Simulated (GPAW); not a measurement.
**Dielectric function and optical constants of CdSe (Cadmoselite)**

Aim: the dielectric function of CdSe (Cadmoselite), and the optical constants that follow from it. The cell comes from an older database entry, whose edges can differ from later determinations, mostly by under a per cent.

Main program and level: GPAW 26.7.0; DFT, PBE, plane-wave PAW (GPAW data sets), scalar-relativistic, RPA, optical limit.

The database entry behind the starting cell differs from later determinations by our own check (inner coordinate of an old entry), so it need not match the best structure at ambient conditions.

## Step 1: The starting structure

The structure is hexagonal, space group P6_3mc (No. 186). The conventional cell has a = 4.300 Å, b = 4.300 Å, c = 7.020 Å, α = 90.00°, β = 90.00°, γ = 120.00°. Nearest to Cd lie 4 Se at 2.61 to 2.70 Å. Se has 4 Cd at 2.61 to 2.70 Å nearest. Farther neighbours and most contacts between anions are not listed.

Structure file:

```cif
data_structure
_symmetry_space_group_name_H-M 'P 1'
_symmetry_Int_Tables_number 1
_cell_length_a 4.3000
_cell_length_b 4.3000
_cell_length_c 7.0200
_cell_angle_alpha 90.000
_cell_angle_beta 90.000
_cell_angle_gamma 120.000
_cell_volume 112.41
loop_
_atom_site_label
_atom_site_type_symbol
_atom_site_fract_x
_atom_site_fract_y
_atom_site_fract_z
_atom_site_occupancy
Cd1 Cd 0.66667 0.33333 0.50000 1
Cd2 Cd 0.33333 0.66667 0.00000 1
Se3 Se 0.66667 0.33333 0.88500 1
Se4 Se 0.33333 0.66667 0.38500 1
```

## Step 2: Ground state

The self-consistent density comes first; it also tells whether there is a gap, which decides the occupations and the need for a Drude term.

This step: DFT, PBE, plane-wave PAW (GPAW data sets), scalar-relativistic, ground state (GPAW 26.7.0).

Contents of gs.py:

```python
from ase import Atoms
from ase.dft.bandgap import bandgap
from gpaw import GPAW, PW, FermiDirac

atoms = Atoms(['Cd', 'Cd', 'Se', 'Se'],
              cell=[[4.300000000016, 0.000000000000, 0.000000000000],
                    [-2.150000000008, 3.723909236286, 0.000000000000],
                    [0.000000000000, 0.000000000000, 7.020000000000]],
              scaled_positions=[[0.666666666667, 0.333333333333, 0.500000000000],
                                [0.333333333333, 0.666666666667, 0.000000000000],
                                [0.666666666667, 0.333333333333, 0.885000000000],
                                [0.333333333333, 0.666666666667, 0.385000000000]],
              pbc=[True, True, True])
atoms.calc = GPAW(mode=PW(500), xc='PBE', kpts={'size': (6, 6, 3), 'gamma': True},
                  occupations=FermiDirac(0.05), maxiter=150, txt='gs.txt')
print('energy (eV)', atoms.get_potential_energy())
print('Fermi level (eV)', atoms.calc.get_fermi_level())
print('valence electrons', atoms.calc.get_number_of_electrons())
print('gap (eV)', bandgap(atoms.calc, output=None)[0])
print('direct gap (eV)', bandgap(atoms.calc, direct=True, output=None)[0])
atoms.calc.write('gs.gpw')
```

Started as:

```console
$ OMP_NUM_THREADS=1 python gs.py
```

Numbers of over 12 decimals in the logs are rounded to 6 here.

Log:

```text
__  _  _
 | _ |_)|_||  |
 |__||  | ||/\| - 26.7.0

Versions:
  Python: 3.12.14
  ASE:    3.29.0
  Numpy:  2.5.5
  Scipy:  1.18.1
  Libxc:  7.0.0

Input parameters:
  mode=PW(ecut=500.0),
  kpts=MonkhorstPack(size=(6, 6, 3), gamma=True),
  maxiter=150,
  occupations=Occupations(name='fermi-dirac', width=0.05, fixmagmom=False),
  xc=XC(name='PBE')

Diagonalizing LCAO Hamiltonian
Converting LCAO to pw mode

            Se

        Se  Cd

        Cd

Atoms  # Å, Bohr magnetons
|   | symbol |         x |        y |        z |    initial magnetic moments |
| 0 |     Cd |  2.150000 | 1.241303 | 3.510000 | ( 0.0000,  0.0000,  0.0000) |
| 1 |     Cd | -0.000000 | 2.482606 | 0.000000 | ( 0.0000,  0.0000,  0.0000) |
| 2 |     Se |  2.150000 | 1.241303 | 6.212700 | ( 0.0000,  0.0000,  0.0000) |
| 3 |     Se | -0.000000 | 2.482606 | 2.702700 | ( 0.0000,  0.0000,  0.0000) |

Unit cell  # Å
| periodic |         x |        y |        z |  lengths |     angles |
|      yes |  4.300000 | 0.000000 | 0.000000 | 4.300000 |  90.000000 |
|      yes | -2.150000 | 3.723909 | 0.000000 | 4.300000 |  90.000000 |
|      yes |  0.000000 | 0.000000 | 7.020000 | 7.020000 | 120.000000 |

Number of symmetries: 6
Symmetry operations  # r_c * U_cc + t_c -> r_c
|   | kind |            matrix            |
| 0 |  σ   |  1, 1, 0,  0,-1, 0,  0, 0, 1 |
| 1 |  E   |  1, 0, 0,  0, 1, 0,  0, 0, 1 |
| 2 |  C3  |  0, 1, 0, -1,-1, 0,  0, 0, 1 |
| 3 |  σ   |  0,-1, 0, -1, 0, 0,  0, 0, 1 |
| 4 |  σ   | -1, 0, 0,  1, 1, 0,  0, 0, 1 |
| 5 |  C3  | -1,-1, 0,  1, 0, 0,  0, 0, 1 |

BZ-sampling:
  Number of BZ points: 108
  Number of IBZ points: 17

  Monkhorst-Pack size: [6, 6, 3]
  Monkhorst-Pack shift: [0.083333, 0.083333, 0.0]

K-points  # in reciprocal-cell coordinates
|     |                                coordinates |     weight |
|   0 | (  0.00000000,   0.00000000,   0.00000000) | 0.00925926 |
|   1 | (  0.00000000,   0.00000000,   0.33333333) | 0.01851852 |
|   2 | (  0.16666667,   0.00000000,  -0.33333333) | 0.05555556 |
|   3 | (  0.16666667,   0.00000000,   0.00000000) | 0.05555556 |
|   4 | (  0.16666667,   0.00000000,   0.33333333) | 0.05555556 |
|   5 | (  0.33333333,  -0.16666667,   0.00000000) | 0.05555556 |
|   6 | (  0.33333333,  -0.16666667,   0.33333333) | 0.11111111 |
|   7 | (  0.33333333,   0.00000000,  -0.33333333) | 0.05555556 |
|   8 | (  0.33333333,   0.00000000,   0.00000000) | 0.05555556 |
|   9 | (  0.33333333,   0.00000000,   0.33333333) | 0.05555556 |
| ... |                                            |            |
|  16 | (  0.50000000,   0.50000000,   0.33333333) | 0.05555556 |

Plane wave coefficients: 2882
Cutoff: 500.0 eV

Spin-components: 1 (collinear spins)
Bands:           26
Projectors:      22
Spin-degeneracy: 2
Datatype:        complex128

Parallelization:
  kpt:    1
  domain: 1
  band:   1

Density:
  Valence electrons: 36.0
  Components: 1
  Grid points: [24 24 40]
  Charge: 0.0  # |e|

Potential:
  Grid points: [24 24 40]

species:
  Cd:
    name:    Cadmium
    id:
    Z:       48.0
    valence: 12
    core:    36
    charge:  0.0  # [|e|]
    compensation charges:
      type: gauss
      rc: 0.38  # [Å]
      lmax: 2
    cutoffs:
      filter: 2.12  # [Å]
      core: 2.62  # [Å]
    projectors
    | kind |    occ | energy [eV] | rcut [Å] |
    |   5s |  2.000 |      -5.655 |    1.191 |
    |   5p |  0.000 |      -1.186 |    1.228 |
    |   4d | 10.000 |     -11.739 |    1.164 |
    |    s |        |      21.556 |    1.191 |
    |    p |        |      26.026 |    1.228 |
    |    d |        |      15.473 |    1.164 |

    Using partial waves for Cd as LCAO basis

  Se:
    name:    Selenium
    id:
    Z:       34.0
    valence: 6
    core:    28
    charge:  0.0  # [|e|]
    compensation charges:
      type: gauss
      rc: 0.27  # [Å]
      lmax: 2
    cutoffs:
      filter: 1.77  # [Å]
      core: 2.67  # [Å]
    projectors
    | kind |    occ | energy [eV] | rcut [Å] |
    |   4s |  2.000 |     -17.277 |    0.847 |
    |   4p |  4.000 |      -6.512 |    1.005 |
    |    s |        |       9.935 |    0.847 |
    |    p |        |      20.699 |    1.005 |
    |    d |        |       0.000 |    0.847 |

    Using partial waves for Se as LCAO basis

Reference energy: -436553.300934  # eV

eigensolver:
  PPCG
  Converge bands: occupied
  niter=2

density mixing:
  MSR1-Mixer
  Pratt-step length: 0.05
  Maximum mixing coefficient: 0.75
  Old densities: 10
  SVD Regularization: 0.005
  Good broyden scale: 1.0
  Trust region scale: 1.0
  Backstep threshold: 4.0
  History deletion threshold: 6.0
  Fourier metric: weight=20.0, sigma=0.015

occupation numbers:
  Fermi-Dirac:
    width: 0.0500  # eV

poisson solver:
  ecut: 4000.0  # eV

xc functional:
  name: PBE with 2 nearest neighbor stencil

convergence criteria:
- Maximum [total energy] change in last 3 cyles: 0.0005 eV / valence electron
- Maximum integral of absolute [dens]ity change: 0.0001 electrons / valence electron
- Maximum integral of absolute [eigenst]ate change: 4e-08 eV^2 / valence electron
maximum number of iterations: 150

SCF iterations
|iter     |      energy | eigst |  dens |
|iter:   1||  -11.993493 | -0.61 |       |
|iter:   2||  -11.841895 | -2.48 | -1.17 |
|iter:   3||  -11.294007 | -1.35 | -1.22 |
|iter:   4||  -11.290591 | -3.15 | -1.78 |
|iter:   5||  -11.289799c| -3.59 | -2.23 |
|iter:   6||  -11.289892c| -4.97 | -2.85 |
|iter:   7||  -11.289900c| -6.31 | -3.50 |
|iter:   8||  -11.289900c| -7.55c| -4.43c|

Converged in 8 steps
SCF loop duration: 16.111 s (2.014 s/step)
Energy contributions relative to reference atoms: (reference = -436553.300934)

Energy contributions:
  Kinetic:          41.244129
  Coulomb:         -37.092805
  Zero:              0.093567
  External:          0.000000
  Xc:              -15.534778
  Entropy:          -0.000025
  Spinorbit:         0.000000
  ----------------------------
  Free energy:     -11.289913
  Extrapolated:    -11.289900

dipole moment: (0.000006, 0.000010, -18.329480)  # |e|*Ang

Fermi level: 4.007
Eigenvalues  # (at kpt = [0.000, 0.000, 0.000])
| band index |      eig [eV] | occ [0-2] |
|          0 |        -8.965 |     2.000 |
|        ... |               |           |
|         10 |        -3.835 |     2.000 |
|         11 |        -3.553 |     2.000 |
|         12 |        -0.618 |     2.000 |
|         13 |         2.908 |     2.000 |
|         14 |         2.908 |     2.000 |
|         15 |         3.619 |     1.999 |
|         16 |         3.631 |     1.999 |
|         17 |         3.631 |     1.999 |
|         18 |         4.327 |     0.003 |
|         19 |         5.741 |     0.000 |
|         20 |         9.489 |     0.000 |
|         21 |         9.489 |     0.000 |
|         22 |         9.742 |     0.000 |
|         23 |        10.605 |     0.000 |
|         24 |        10.605 |     0.000 |
|         25 |        11.333 |     0.000 |

Gap: 0.696 eV
Transition (v -> c):
  (s=0, k=0, n=17, [0.00, 0.00, 0.00]) -> (s=0, k=0, n=18, [0.00, 0.00, 0.00])
No difference between direct/indirect transitions

--- standard output ---
energy (eV) -11.289900
Fermi level (eV) 4.007016
valence electrons 36.0
gap (eV) 0.695550
direct gap (eV) 0.695550
```

Run time: 18 s. Hardware: 1 thread of Arm Neoverse V2, shared host; peak memory 0.18 GiB.

This step gave:

- energy: -11.29 eV
- Fermi energy: 4.007 eV
- gap on the k-mesh: 0.6955 eV
- direct gap on the mesh: 0.6955 eV
- electrons: 36

There is a gap, 0.70 eV on this mesh (points off the mesh can give less), so no carriers' term is needed.

## Step 3: Bands for the response

At the fixed density, many empty bands are solved on the mesh of the response, since the spectrum sums over them.

This step: DFT, PBE, plane-wave PAW (GPAW data sets), scalar-relativistic, bands at fixed density (GPAW 26.7.0).

Contents of nscf.py:

```python
from ase.dft.bandgap import bandgap
from gpaw import GPAW, FermiDirac

calc = GPAW('gs.gpw').fixed_density(kpts={'size': (9, 9, 5), 'gamma': True}, nbands=77, convergence={'bands': 71},
                                    occupations=FermiDirac(0.001), txt='nscf.txt')
print('gap (eV)', bandgap(calc, output=None)[0])
print('direct gap (eV)', bandgap(calc, direct=True, output=None)[0])
print('top band over the Fermi level (eV)', min(calc.get_eigenvalues(kpt=k)[70] for k in range(len(calc.get_ibz_k_points()))) - calc.get_fermi_level())
calc.write('full.gpw', mode='all')
```

Started as:

```console
$ OMP_NUM_THREADS=1 python nscf.py
```

Log:

```text
Diagonalizing LCAO Hamiltonian
Converting LCAO to pw mode
convergence criteria:
- Maximum integral of absolute [eigenst]ate change: 4e-08 eV^2 / valence electron
maximum number of iterations: 150

SCF iterations
|iter     |      energy | eigst |  dens |
|iter:   1||             | +3.63 |       |
|iter:   2||             | +2.39 |       |
|iter:   3||             | +1.43 |       |
|iter:   4||             | +0.58 |       |
|iter:   5||             | -0.06 |       |
|iter:   6||             | -0.58 |       |
|iter:   7||             | -1.10 |       |
|iter:   8||             | -1.53 |       |
|iter:   9||             | -1.99 |       |
|iter:  10||             | -2.40 |       |
|iter:  11||             | -2.84 |       |
|iter:  12||             | -3.27 |       |
|iter:  13||             | -3.76 |       |
|iter:  14||             | -4.24 |       |
|iter:  15||             | -4.76 |       |
|iter:  16||             | -5.25 |       |
|iter:  17||             | -5.75 |       |
|iter:  18||             | -6.23 |       |
|iter:  19||             | -6.70 |       |
|iter:  20||             | -7.14 |       |
|iter:  21||             | -7.48c|       |
SCF steps: 21
  __  _  _
 | _ |_)|_||  |
 |__||  | ||/\| - 26.7.0

Versions:
  Python: 3.12.14
  ASE:    3.29.0
  Numpy:  2.5.5
  Scipy:  1.18.1
  Libxc:  7.0.0

Input parameters:
  mode=PW(ecut=500.0),
  convergence={'bands': 71},
  gpts=array([24, 24, 40]),
  kpts=MonkhorstPack(size=(9, 9, 5), gamma=True),
  maxiter=150,
  nbands=77,
  occupations=Occupations(name='fermi-dirac', width=0.001, fixmagmom=False),
  parallel={},
  xc=XC(name='PBE')

--- standard output ---
gap (eV) 0.695550
direct gap (eV) 0.695550
top band over the Fermi level (eV) 30.287670
```

The job ended after 5.8 min (1 thread; peak memory 0.38 GiB).

(Part 1 of 2 ends here.)

[Machine, clock and banner lines and Python warnings are left out of the logs.]

[Logs are printed without paths, hosts, clocks, repeated set-up lines and the standing remarks that a program may print on its own settings, such as how far it seeks lower states.]

[Hosts, paths, dates, database ids (printed as entryN), source tags and the programs' standing remarks are cut or masked in the printed files.]
